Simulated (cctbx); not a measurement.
# BeV4S8: precision against data quality

Space group C2/m (no. 12), a = 11.1970 Å, b = 6.8090 Å, c = 8.0830 Å, α = 90.00°, β = 133.57°, γ = 90.00°.

```
atom  mult.       x       y       z  Ueq (Å²)
  V1      4  0.7670     1/2  0.5305    0.0104
  V2      4       0  0.2745       0    0.0102
  S1      8  0.5468  0.7526  0.3470    0.0132
  S2      4  0.7792     1/2  0.8358    0.0108
  S3      4  0.3046     1/2  0.8244    0.0131
 Be1      2     1/2       0     1/2    0.0168
```

The model was made for the exercise: a known structure type with other elements put in, its volume estimated, not relaxed; displacement parameters are assumed.

Five simulated data sets (cctbx; Mo Kα, λ = 0.71073 Å; 4 % proportional error) differ in resolution or exposure (noise floor 8 counts in the first three, 8 in the last two). Each is refined with the right model, isotropic at 1.1 Å and anisotropic otherwise. How do the figures of merit and the uncertainties move?

| d min (Å) | top counts | ⟨I/σ⟩ (unmerged, absences included) | unique | param. (scale apart) | Rint | R1 | GooF | largest s.u. xyz (fractional) | s.u. U of Be1 (Å²) | largest error (Å) |
| --- | --- | --- | --- | --- | --- | --- | --- | --- | --- | --- |
| 1.1 | 70000 | 7.1 | 196 | 16 | 0.026 | 0.0134 | 0.93 | 0.00013 | 0.0015 | 0.0015 |
| 0.84 | 70000 | 6.8 | 422 | 36 | 0.030 | 0.0133 | 0.90 | 0.00009 | 0.0019 | 0.0009 |
| 0.6 | 70000 | 6.3 | 1154 | 36 | 0.032 | 0.0168 | 0.96 | 0.00005 | 0.0010 | 0.0005 |
| 0.75 | 300 | 0.4 | 594 | 36 | 0.411 | 0.1113 | 0.98 | 0.00335 | 0.0643 | 0.0306 |
| 0.75 | 3000 | 1.9 | 594 | 36 | 0.085 | 0.0461 | 0.98 | 0.00046 | 0.0091 | 0.0043 |

The number of reflections grows roughly as 1/d³: 196, 422 and 1154 here. R1 follows the noise rather than the truth: at 300 counts it is 0.1113, at 3000 counts 0.0461, while GooF is 0.98 and 0.98: the weights 1/σ² carry the noise. The s.u. of U (U11 where anisotropic) for Be1 goes 0.0015, 0.0019, 0.0010 Å² with resolution and 0.0643, 0.0091 Å² with exposure.

Hardware for the 0.6 Å refinement: 0.56 s on 1 thread of Arm Neoverse N1 (shared host), peak memory 0.09 GiB.

[Logs are printed without paths, hosts, clocks, repeated set-up lines and the standing remarks that a program may print on its own settings, such as how far it seeks lower states.]
